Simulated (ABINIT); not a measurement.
Planning a run of ABINIT 10.8.3 on Tellurium (P3_121, 3 atoms a cell). The input:

```
acell 3*1.0 Angstrom
rprim 
  4.454000000025 -0.000000000006 0.000000000000
  -2.227000000008 3.857277148481 0.000000000000
  0.000000000000 0.000000000000 5.924000000000
ntypat 1
znucl 52
natom 3
typat 1 1 1
xred 
  0.269000000000 0.000000000000 0.333333333333
  0.000000000000 0.269000000000 0.666666666667
  0.731000000000 0.731000000000 -0.000000000000
pp_dirpath "pseudos"
pseudos "Te.upf"
ecut 34
ngkpt 6 6 4
nshiftk 1
shiftk 0 0 0
kptopt 1
chksymbreak 0
iscf -2
irdden 1
istwfk *1
nband 110
nbdbuf 10
tolwfr 1e-09
nstep 60
prtvol 0
indata_prefix "in"
outdata_prefix "out"
tmpdata_prefix "tmp"
```

The database entry behind the starting cell differs from later determinations by our own check (inner coordinate of an old entry), so it need not match the best structure at ambient conditions.

```sh
OMP_NUM_THREADS=1 mpirun -n 4 abinit run.abi > log
```

**Question.** How long will it take on 4 MPI ranks of Arm Neoverse V1, shared host, and how much memory?

It took 1.9 min; on shared hardware allow 56 s to 3.8 min. Peak host memory was 0.57 GiB.

[Paths, hosts, dates, memory and timing lines, banners, echoed tables and standing remarks are left out of the program output.]

[Logs are printed without paths, hosts, clocks, repeated set-up lines and the standing remarks that a program may print on its own settings, such as how far it seeks lower states.]

[Runs of the session that timed out or met a known fault of the program may be left out.]

[Hosts, paths, dates, database ids (printed as entryN), source tags and the programs' standing remarks are cut or masked in the printed files.]

[G0W0 gaps are taken among the corrected bands and points alone; a level outside them can change the order at an edge.]

[Where Ansatz stands beside ABINIT at settings called matched, ABINIT's density can come from a denser mesh and the files from another edition; pairs whose starting gaps differed by over 0.03 eV were left out, so agreement reads better than it is.]
